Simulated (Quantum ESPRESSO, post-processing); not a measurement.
# Pd(111), 5 layers: k-mesh convergence, part 2 of 2

Which setting serves for Pd(111), 5 layers? The runs below step through one kind of setting.

Quantum ESPRESSO 7.5; plane-wave DFT, PBE, GBRV ultrasoft pseudopotentials.

So far. Step 2 (SCF with pw.x: 27×27×1 points): Inside the slab this potential holds the local part of the pseudopotentials, which can be repulsive at the nuclei; only its value in the vacuum has a meaning of its own. Step 3 (Ground state: 19×19×1 points): Counted from each run's own zero (the Fermi level), the vacuum level differs from the first run's by -9 meV.

**4. Ground state: 14×14×1 points**

The input, c2.in:

```
&control
  prefix = 'c2'
  outdir = './out'
  pseudo_dir = './pseudo'
  calculation = 'scf'
  tprnfor = .true.
/
&system
  ibrav = 0
  nat = 5
  ntyp = 1
  ecutwfc = 40
  ecutrho = 200
  occupations = 'smearing'
  smearing = 'mv'
  degauss = 0.02
  assume_isolated = 'esm'
  esm_bc = 'bc1'
/
&electrons
  conv_thr = 1e-07
  mixing_beta = 0.4
  electron_maxstep = 120
  mixing_mode = 'local-TF'
/
ATOMIC_SPECIES
  Pd  106.4200  pd_pbe_v1.4.uspp.F.UPF
CELL_PARAMETERS angstrom
  2.75064537881567 0.00000000000000 0.00000000000000
  1.37532268940783 2.38212877485664 0.00000000000000
  0.00000000000000 0.00000000000000 24.98357018859058
ATOMIC_POSITIONS crystal
  Pd  0.666666666700 0.666666666700 -0.179789560114
  Pd  0.000000000000 0.000000000000 -0.089894780057
  Pd  0.333333333300 0.333333333300 0.000000000000
  Pd  0.666666666700 0.666666666700 0.089894780057
  Pd  0.000000000000 0.000000000000 0.179789560114
K_POINTS automatic
  14 14 1 0 0 0
```

On the command line:

```console
OMP_NUM_THREADS=1 mpirun -n 4 pw.x -nk 4 -in c2.in > c2.out
```

The log of the run:

```text
[banner, memory and clock lines left out]
Program PWSCF v.7.5 starts
[...]
Message from routine setup:
[...]
number of electrons       =        80.00
     number of Kohn-Sham states=           48
     kinetic-energy cutoff     =      40.0000  Ry
     charge density cutoff     =     200.0000  Ry
[...]
number of k points=    24  Marzari-Vanderbilt smearing, width (Ry)=  0.0200
[...]
Dense  grid:    52707 G-vectors     FFT dimensions: (  24,  24, 216)
[...]
negative rho (up, down):  4.120E-01 0.000E+00
     Starting wfcs are   60 randomized atomic wfcs
[...]
negative rho (up, down):  4.371E-01 0.000E+00
[...]
estimated scf accuracy    <       9.11424541 Ry
[...]
negative rho (up, down):  4.433E-01 0.000E+00
[...]
estimated scf accuracy    <       2.27667354 Ry
[...]
negative rho (up, down):  4.532E-01 0.000E+00
[...]
estimated scf accuracy    <       0.74580957 Ry
[...]
negative rho (up, down):  4.550E-01 0.000E+00
[...]
estimated scf accuracy    <       0.09730927 Ry
[...]
negative rho (up, down):  4.570E-01 0.000E+00
[...]
estimated scf accuracy    <       0.03613854 Ry
[...]
negative rho (up, down):  4.618E-01 0.000E+00
[...]
estimated scf accuracy    <       0.00865995 Ry
[...]
negative rho (up, down):  4.601E-01 0.000E+00
[...]
estimated scf accuracy    <       0.03900927 Ry
[...]
negative rho (up, down):  4.491E-01 0.000E+00
[...]
estimated scf accuracy    <       0.01931562 Ry
[...]
negative rho (up, down):  4.219E-01 0.000E+00
[...]
estimated scf accuracy    <       0.00609650 Ry
[...]
negative rho (up, down):  4.204E-01 0.000E+00
[...]
estimated scf accuracy    <       0.00468908 Ry
[...]
negative rho (up, down):  4.169E-01 0.000E+00
[...]
estimated scf accuracy    <       0.00646807 Ry
[...]
negative rho (up, down):  4.294E-01 0.000E+00
[...]
estimated scf accuracy    <       0.00553074 Ry
[...]
negative rho (up, down):  4.154E-01 0.000E+00
[...]
estimated scf accuracy    <       0.00783176 Ry
[...]
negative rho (up, down):  4.176E-01 0.000E+00
[...]
estimated scf accuracy    <       0.01051437 Ry
[...]
negative rho (up, down):  4.164E-01 0.000E+00
[...]
estimated scf accuracy    <       0.00036483 Ry
[...]
negative rho (up, down):  4.156E-01 0.000E+00
[...]
estimated scf accuracy    <       0.00004612 Ry
[...]
negative rho (up, down):  4.151E-01 0.000E+00
[...]
estimated scf accuracy    <       0.00007579 Ry
[...]
negative rho (up, down):  4.148E-01 0.000E+00
[...]
estimated scf accuracy    <       0.00002388 Ry
[...]
negative rho (up, down):  4.147E-01 0.000E+00
[...]
estimated scf accuracy    <       0.00000057 Ry
[...]
negative rho (up, down):  4.147E-01 0.000E+00
[...]
estimated scf accuracy    <       0.00000495 Ry
[...]
negative rho (up, down):  4.146E-01 0.000E+00
[...]
estimated scf accuracy    <       0.00000237 Ry
[...]
negative rho (up, down):  4.146E-01 0.000E+00
[...]
estimated scf accuracy    <       0.00000058 Ry
[...]
negative rho (up, down):  4.146E-01 0.000E+00
[...]
the Fermi energy is    -5.2337 ev
!    total energy              =    -993.42594739 Ry
     estimated scf accuracy    <       0.00000002 Ry
     smearing contrib. (-TS)   =      -0.00097909 Ry
     internal energy E=F+TS    =    -993.42496830 Ry
[...]
one-electron contribution =   23749.72537483 Ry
     hartree contribution      =  -11875.74324144 Ry
     xc contribution           =    -156.74700931 Ry
     ewald contribution        =  -12710.66009238 Ry
     convergence has been achieved in  23 iterations
     negative rho (up, down):  4.146E-01 0.000E+00
[...]
Total force =     0.020583     Total SCF correction =     0.000593
[...]
```

Wall time 1.8 min (4 MPI ranks of Arm Neoverse V1, shared host); peak memory 0.53 GiB; 7.1 min of CPU time.

This step gave:

```
free energy                                                    : -13516.2486 eV
Fermi energy                                                   : -5.234 eV
vacuum line at the lower end of the cell, over the Fermi level : 5.234 eV
vacuum line at the upper end of the cell, over the Fermi level : 5.234 eV
```

The program's own clock; routines nest. Time by routine:

| routine | wall time (s) | calls |
| --- | --- | --- |
| PWSCF | 105.3 | 1 |
| electrons | 103.4 | 1 |
| c_bands | 85.76 | 23 |
| cegterg | 75.35 | 138 |
| h_psi | 48.8 | 1602 |
| fftw | 42.1 | 51320 |
| vloc_psi | 40.03 | 1602 |
| sum_band | 8.68 | 23 |
| mix_rho | 6.52 | 23 |
| calbec | 5.45 | 1764 |
| ffts | 4.34 | 2585 |
| add_vuspsi | 4.22 | 1602 |
| h_psi:calbec | 4.15 | 1602 |
| s_psi | 4.08 | 1602 |

Counted from each run's own zero (the Fermi level), the vacuum level differs from the first run's by +0 meV.

**5. Ground state: 10×10×1 points**

c3.in, as its differences from the input of step 4:

```diff
@@ -1,3 +1,3 @@
 &control
-  prefix = 'c2'
+  prefix = 'c3'
   outdir = './out'
@@ -38,2 +38,2 @@
 K_POINTS automatic
-  14 14 1 0 0 0
+  10 10 1 0 0 0
```

On the command line:

```console
OMP_NUM_THREADS=1 mpirun -n 4 pw.x -nk 4 -in c3.in > c3.out
```

The log of the run:

```text
[banner, memory and clock lines left out]
Program PWSCF v.7.5 starts
[...]
Message from routine setup:
[...]
number of electrons       =        80.00
     number of Kohn-Sham states=           48
     kinetic-energy cutoff     =      40.0000  Ry
     charge density cutoff     =     200.0000  Ry
[...]
number of k points=    14  Marzari-Vanderbilt smearing, width (Ry)=  0.0200
[...]
Dense  grid:    52707 G-vectors     FFT dimensions: (  24,  24, 216)
[...]
negative rho (up, down):  4.120E-01 0.000E+00
     Starting wfcs are   60 randomized atomic wfcs
[...]
negative rho (up, down):  4.374E-01 0.000E+00
[...]
estimated scf accuracy    <       8.97728737 Ry
[...]
negative rho (up, down):  4.448E-01 0.000E+00
[...]
estimated scf accuracy    <       2.24170528 Ry
[...]
negative rho (up, down):  4.537E-01 0.000E+00
[...]
estimated scf accuracy    <       0.53110815 Ry
[...]
negative rho (up, down):  4.554E-01 0.000E+00
[...]
estimated scf accuracy    <       0.08571785 Ry
[...]
negative rho (up, down):  4.577E-01 0.000E+00
[...]
estimated scf accuracy    <       0.02598523 Ry
[...]
negative rho (up, down):  4.610E-01 0.000E+00
[...]
estimated scf accuracy    <       0.00819874 Ry
[...]
negative rho (up, down):  4.589E-01 0.000E+00
[...]
estimated scf accuracy    <       0.02271124 Ry
[...]
negative rho (up, down):  4.468E-01 0.000E+00
[...]
estimated scf accuracy    <       0.00974803 Ry
[...]
negative rho (up, down):  4.220E-01 0.000E+00
[...]
estimated scf accuracy    <       0.00504005 Ry
[...]
negative rho (up, down):  4.204E-01 0.000E+00
[...]
estimated scf accuracy    <       0.00300486 Ry
[...]
negative rho (up, down):  4.170E-01 0.000E+00
[...]
estimated scf accuracy    <       0.00436249 Ry
[...]
negative rho (up, down):  4.158E-01 0.000E+00
[...]
estimated scf accuracy    <       0.00174339 Ry
[...]
negative rho (up, down):  4.156E-01 0.000E+00
[...]
estimated scf accuracy    <       0.00135574 Ry
[...]
negative rho (up, down):  4.150E-01 0.000E+00
[...]
estimated scf accuracy    <       0.00160321 Ry
[...]
negative rho (up, down):  4.148E-01 0.000E+00
[...]
estimated scf accuracy    <       0.00156763 Ry
[...]
negative rho (up, down):  4.147E-01 0.000E+00
[...]
estimated scf accuracy    <       0.00004597 Ry
[...]
negative rho (up, down):  4.147E-01 0.000E+00
[...]
estimated scf accuracy    <       0.00004924 Ry
[...]
negative rho (up, down):  4.146E-01 0.000E+00
[...]
estimated scf accuracy    <       0.00001508 Ry
[...]
negative rho (up, down):  4.144E-01 0.000E+00
[...]
estimated scf accuracy    <       0.00000146 Ry
[...]
negative rho (up, down):  4.144E-01 0.000E+00
[...]
estimated scf accuracy    <       0.00003648 Ry
[...]
negative rho (up, down):  4.145E-01 0.000E+00
[...]
estimated scf accuracy    <       0.00002355 Ry
[...]
negative rho (up, down):  4.145E-01 0.000E+00
[...]
estimated scf accuracy    <       0.00000450 Ry
[...]
negative rho (up, down):  4.145E-01 0.000E+00
[...]
estimated scf accuracy    <       0.00000171 Ry
[...]
negative rho (up, down):  4.145E-01 0.000E+00
[...]
estimated scf accuracy    <       0.00000052 Ry
[...]
negative rho (up, down):  4.145E-01 0.000E+00
[...]
the Fermi energy is    -5.2012 ev
!    total energy              =    -993.42881608 Ry
     estimated scf accuracy    <       0.00000005 Ry
     smearing contrib. (-TS)   =       0.00149873 Ry
     internal energy E=F+TS    =    -993.43031481 Ry
[...]
one-electron contribution =   23749.51903081 Ry
     hartree contribution      =  -11875.53024447 Ry
     xc contribution           =    -156.75900877 Ry
     ewald contribution        =  -12710.66009238 Ry
     convergence has been achieved in  25 iterations
     negative rho (up, down):  4.145E-01 0.000E+00
[...]
Total force =     0.021641     Total SCF correction =     0.002072
[...]
```

The job ended after 73 s (4 MPI ranks; peak memory 0.45 GiB).

This step gave:

| Quantity | Value |
| --- | --- |
| free energy | -13516.2876 eV |
| Fermi energy | -5.201 eV |
| vacuum line at the lower end of the cell, over the Fermi level | 5.201 eV |
| vacuum line at the upper end of the cell, over the Fermi level | 5.201 eV |

The program's own clock; routines nest. Time by routine:

| routine | wall time (s) | calls |
| --- | --- | --- |
| PWSCF | 72.7 | 1 |
| electrons | 71.21 | 1 |
| c_bands | 54.68 | 25 |
| cegterg | 48.48 | 100 |
| h_psi | 31.88 | 930 |
| fftw | 27.87 | 34560 |
| vloc_psi | 26.19 | 930 |
| mix_rho | 7.19 | 25 |
| sum_band | 6.68 | 25 |
| ffts | 4.8 | 2875 |
| calbec | 3.64 | 1046 |
| add_vuspsi | 2.73 | 930 |
| h_psi:calbec | 2.71 | 930 |
| s_psi | 2.67 | 930 |

Counted from each run's own zero (the Fermi level), the vacuum level differs from the first run's by -32 meV.

**6. Self-consistent run: 7×7×1 points**

c4.in, as its differences from the input of step 5:

```diff
@@ -1,3 +1,3 @@
 &control
-  prefix = 'c3'
+  prefix = 'c4'
   outdir = './out'
@@ -38,2 +38,2 @@
 K_POINTS automatic
-  10 10 1 0 0 0
+  7 7 1 0 0 0
```

On the command line:

```console
OMP_NUM_THREADS=1 mpirun -n 4 pw.x -nk 2 -in c4.in > c4.out
```

The log of the run:

```text
[banner, memory and clock lines left out]
Program PWSCF v.7.5 starts
[...]
Message from routine setup:
[...]
number of electrons       =        80.00
     number of Kohn-Sham states=           48
     kinetic-energy cutoff     =      40.0000  Ry
     charge density cutoff     =     200.0000  Ry
[...]
number of k points=     8  Marzari-Vanderbilt smearing, width (Ry)=  0.0200
[...]
Dense  grid:    52707 G-vectors     FFT dimensions: (  24,  24, 216)
[...]
negative rho (up, down):  4.120E-01 0.000E+00
     Starting wfcs are   60 randomized atomic wfcs
[...]
negative rho (up, down):  4.383E-01 0.000E+00
[...]
estimated scf accuracy    <       9.20966677 Ry
[...]
negative rho (up, down):  4.459E-01 0.000E+00
[...]
estimated scf accuracy    <       2.30324242 Ry
[...]
negative rho (up, down):  4.521E-01 0.000E+00
[...]
estimated scf accuracy    <       0.40511127 Ry
[...]
negative rho (up, down):  4.537E-01 0.000E+00
[...]
estimated scf accuracy    <       0.09144604 Ry
[...]
negative rho (up, down):  4.556E-01 0.000E+00
[...]
estimated scf accuracy    <       0.02545303 Ry
[...]
negative rho (up, down):  4.569E-01 0.000E+00
[...]
estimated scf accuracy    <       0.00718708 Ry
[...]
negative rho (up, down):  4.526E-01 0.000E+00
[...]
estimated scf accuracy    <       0.01807338 Ry
[...]
negative rho (up, down):  4.459E-01 0.000E+00
[...]
estimated scf accuracy    <       0.00482209 Ry
[...]
negative rho (up, down):  4.221E-01 0.000E+00
[...]
estimated scf accuracy    <       0.00328351 Ry
[...]
negative rho (up, down):  4.186E-01 0.000E+00
[...]
estimated scf accuracy    <       0.00745226 Ry
[...]
negative rho (up, down):  4.155E-01 0.000E+00
[...]
estimated scf accuracy    <       0.00780632 Ry
[...]
negative rho (up, down):  4.153E-01 0.000E+00
[...]
estimated scf accuracy    <       0.00032437 Ry
[...]
negative rho (up, down):  4.150E-01 0.000E+00
[...]
estimated scf accuracy    <       0.00003376 Ry
[...]
negative rho (up, down):  4.144E-01 0.000E+00
[...]
estimated scf accuracy    <       0.00009262 Ry
[...]
negative rho (up, down):  4.144E-01 0.000E+00
[...]
estimated scf accuracy    <       0.00000716 Ry
[...]
negative rho (up, down):  4.144E-01 0.000E+00
[...]
estimated scf accuracy    <       0.00000391 Ry
[...]
negative rho (up, down):  4.144E-01 0.000E+00
[...]
estimated scf accuracy    <       0.00000174 Ry
[...]
negative rho (up, down):  4.144E-01 0.000E+00
[...]
estimated scf accuracy    <       0.00000026 Ry
[...]
negative rho (up, down):  4.144E-01 0.000E+00
[...]
estimated scf accuracy    <       0.00000022 Ry
[...]
negative rho (up, down):  4.145E-01 0.000E+00
[...]
the Fermi energy is    -5.0959 ev
!    total energy              =    -993.43198978 Ry
     estimated scf accuracy    <       0.00000001 Ry
     smearing contrib. (-TS)   =      -0.00189093 Ry
     internal energy E=F+TS    =    -993.43009884 Ry
[...]
one-electron contribution =   23749.05800859 Ry
     hartree contribution      =  -11875.05530411 Ry
     xc contribution           =    -156.77271095 Ry
     ewald contribution        =  -12710.66009238 Ry
     convergence has been achieved in  20 iterations
     negative rho (up, down):  4.145E-01 0.000E+00
[...]
Total force =     0.023829     Total SCF correction =     0.000911
[...]
```

It took 35 s on 4 MPI ranks; peak memory 0.41 GiB.

This step gave:

| Item | Value |
| --- | --- |
| free energy | -13516.3308 eV |
| Fermi energy | -5.096 eV |
| vacuum line at the lower end of the cell, over the Fermi level | 5.096 eV |
| vacuum line at the upper end of the cell, over the Fermi level | 5.096 eV |

The program's own clock; routines nest. Time by routine:

| routine | wall time (s) | calls |
| --- | --- | --- |
| PWSCF | 34.14 | 1 |
| electrons | 33.25 | 1 |
| c_bands | 25.71 | 20 |
| cegterg | 24.03 | 80 |
| h_psi | 15.63 | 878 |
| fftw | 14.11 | 28386 |
| vloc_psi | 13.14 | 878 |
| sum_band | 3.57 | 20 |
| mix_rho | 2.45 | 20 |
| cdiaghg | 2.04 | 874 |
| calbec | 1.62 | 974 |
| ffts | 1.45 | 2204 |
| h_psi:calbec | 1.21 | 878 |
| add_vuspsi | 1.15 | 878 |

Counted from each run's own zero (the Fermi level), the vacuum level differs from the first run's by -137 meV.

**7. SCF with pw.x: 5×5×1 points**

c5.in, as its differences from the input of step 6:

```diff
@@ -1,3 +1,3 @@
 &control
-  prefix = 'c4'
+  prefix = 'c5'
   outdir = './out'
@@ -38,2 +38,2 @@
 K_POINTS automatic
-  7 7 1 0 0 0
+  5 5 1 0 0 0
```

On the command line:

```console
OMP_NUM_THREADS=1 mpirun -n 4 pw.x -nk 2 -in c5.in > c5.out
```

The log of the run:

```text
[banner, memory and clock lines left out]
Program PWSCF v.7.5 starts
[...]
Message from routine setup:
[...]
number of electrons       =        80.00
     number of Kohn-Sham states=           48
     kinetic-energy cutoff     =      40.0000  Ry
     charge density cutoff     =     200.0000  Ry
[...]
number of k points=     5  Marzari-Vanderbilt smearing, width (Ry)=  0.0200
[...]
Dense  grid:    52707 G-vectors     FFT dimensions: (  24,  24, 216)
[...]
negative rho (up, down):  4.120E-01 0.000E+00
     Starting wfcs are   60 randomized atomic wfcs
[...]
negative rho (up, down):  4.386E-01 0.000E+00
[...]
estimated scf accuracy    <       9.79385905 Ry
[...]
negative rho (up, down):  4.397E-01 0.000E+00
[...]
estimated scf accuracy    <       2.40010541 Ry
[...]
negative rho (up, down):  4.517E-01 0.000E+00
[...]
estimated scf accuracy    <       1.85678876 Ry
[...]
negative rho (up, down):  4.541E-01 0.000E+00
[...]
estimated scf accuracy    <       0.24684806 Ry
[...]
negative rho (up, down):  4.546E-01 0.000E+00
[...]
estimated scf accuracy    <       0.10854119 Ry
[...]
negative rho (up, down):  4.577E-01 0.000E+00
[...]
estimated scf accuracy    <       0.01864631 Ry
[...]
negative rho (up, down):  4.602E-01 0.000E+00
[...]
estimated scf accuracy    <       0.14905157 Ry
[...]
negative rho (up, down):  4.563E-01 0.000E+00
[...]
estimated scf accuracy    <       0.10614635 Ry
[...]
negative rho (up, down):  4.324E-01 0.000E+00
[...]
estimated scf accuracy    <       0.05293293 Ry
[...]
negative rho (up, down):  4.241E-01 0.000E+00
[...]
estimated scf accuracy    <       0.02691959 Ry
[...]
negative rho (up, down):  4.178E-01 0.000E+00
[...]
estimated scf accuracy    <       0.05580504 Ry
[...]
negative rho (up, down):  4.193E-01 0.000E+00
[...]
estimated scf accuracy    <       0.03613773 Ry
[...]
negative rho (up, down):  4.153E-01 0.000E+00
[...]
estimated scf accuracy    <       0.00366396 Ry
[...]
negative rho (up, down):  4.122E-01 0.000E+00
[...]
estimated scf accuracy    <       0.00130659 Ry
[...]
negative rho (up, down):  4.141E-01 0.000E+00
[...]
estimated scf accuracy    <       0.00239138 Ry
[...]
negative rho (up, down):  4.145E-01 0.000E+00
[...]
estimated scf accuracy    <       0.00009562 Ry
[...]
negative rho (up, down):  4.144E-01 0.000E+00
[...]
estimated scf accuracy    <       0.00009659 Ry
[...]
negative rho (up, down):  4.142E-01 0.000E+00
[...]
estimated scf accuracy    <       0.00006157 Ry
[...]
negative rho (up, down):  4.142E-01 0.000E+00
[...]
estimated scf accuracy    <       0.00000783 Ry
[...]
negative rho (up, down):  4.142E-01 0.000E+00
[...]
estimated scf accuracy    <       0.00000060 Ry
[...]
negative rho (up, down):  4.142E-01 0.000E+00
[...]
estimated scf accuracy    <       0.00000016 Ry
[...]
negative rho (up, down):  4.143E-01 0.000E+00
[...]
estimated scf accuracy    <       0.00000010 Ry
[...]
negative rho (up, down):  4.143E-01 0.000E+00
[...]
estimated scf accuracy    <       0.00000025 Ry
[...]
negative rho (up, down):  4.143E-01 0.000E+00
[...]
the Fermi energy is    -5.2460 ev
!    total energy              =    -993.40133786 Ry
     estimated scf accuracy    <       0.00000001 Ry
     smearing contrib. (-TS)   =       0.00174735 Ry
     internal energy E=F+TS    =    -993.40308521 Ry
[...]
one-electron contribution =   23749.86179819 Ry
     hartree contribution      =  -11875.79678712 Ry
     xc contribution           =    -156.80800390 Ry
     ewald contribution        =  -12710.66009238 Ry
     convergence has been achieved in  24 iterations
     negative rho (up, down):  4.143E-01 0.000E+00
[...]
Total force =     0.022377     Total SCF correction =     0.000867
[...]
```

Elapsed: 31 s, on 4 MPI ranks; peak memory 0.37 GiB; 2.1 min of CPU time.

Numbers from this step:

| Quantity | Value |
| --- | --- |
| free energy | -13515.9138 eV |
| Fermi energy | -5.246 eV |
| vacuum line at the lower end of the cell, over the Fermi level | 5.246 eV |
| vacuum line at the upper end of the cell, over the Fermi level | 5.246 eV |

The program's own clock; routines nest. Time by routine:

| routine | wall time (s) | calls |
| --- | --- | --- |
| PWSCF | 30.46 | 1 |
| electrons | 29.7 | 1 |
| c_bands | 21.64 | 24 |
| cegterg | 20.24 | 72 |
| h_psi | 13.34 | 695 |
| fftw | 12.04 | 25026 |
| vloc_psi | 11.26 | 695 |
| sum_band | 3.38 | 24 |
| mix_rho | 2.91 | 24 |
| ffts | 1.75 | 2716 |
| cdiaghg | 1.6 | 692 |
| calbec | 1.34 | 779 |
| newd | 1.21 | 25 |
| h_psi:calbec | 1 | 695 |

Counted from each run's own zero (the Fermi level), the vacuum level differs from the first run's by +13 meV.

**8. The series side by side**

All levels:

| level | vacuum level over the Fermi level (eV) | its change from the first (meV) | energy from the first (meV an atom) | SCF iterations | wall time (s) | peak memory (GiB) | CPU time (s) |
| --- | --- | --- | --- | --- | --- | --- | --- |
| 27×27×1 points | 5.233 | 0 | 0 | 20 | 243.3 | 0.71 | 972.5 |
| 19×19×1 points | 5.225 | -8.7 | -0.1679 | 20 | 144.7 | 0.53 | 578.3 |
| 14×14×1 points | 5.234 | 0.3 | 2.634 | 23 | 105.9 | 0.53 | 423.2 |
| 10×10×1 points | 5.201 | -32.2 | -5.172 | 25 | 73.22 | 0.45 | 292.6 |
| 7×7×1 points | 5.096 | -137.5 | -13.81 | 20 | 34.67 | 0.41 | 138.4 |
| 5×5×1 points | 5.246 | 12.6 | 69.6 | 24 | 30.99 | 0.37 | 123.7 |

**9. What came out**

```yaml
vacuum_level_over_the_fermi_level_27x27x1_points: 5.233 eV
cheapest_step_of_the_main_series_that_with_all_steps_before_it_keeps_the_vacuum_level_within_20_mev_of_the_first: 14×14×1 points: +0 meV, 7.1 min of CPU time against 16 min
setting_with_the_largest_shift_of_the_level: 7×7×1 points: -137 meV
```

What this shows: The cheapest step of the main series that, with all steps before it, keeps the vacuum level within 20 meV of the first is 14×14×1 points: +0 meV, 7.1 min of CPU time against 16 min. Over the series the energy moves by up to 69.6 meV an atom and the vacuum level by up to 137 meV. The error doesn't fall steadily with the mesh, as is usual for a Fermi surface. The times come from a shared host and are rough. Peak memory is sampled during the run and can miss the peak. The geometry is as built, not relaxed.

[Logs are printed without paths, hosts, clocks, repeated set-up lines and the standing remarks that a program may print on its own settings, such as how far it seeks lower states.]

[Hosts, paths, dates, database ids (printed as entryN), source tags and the programs' standing remarks are cut or masked in the printed files.]

[Maps of the electrostatic potential energy from Ansatz leave out the sawtooth potential of an applied field or a dipole correction, so their vacuum need not be flat; planar profiles and work functions include it.]
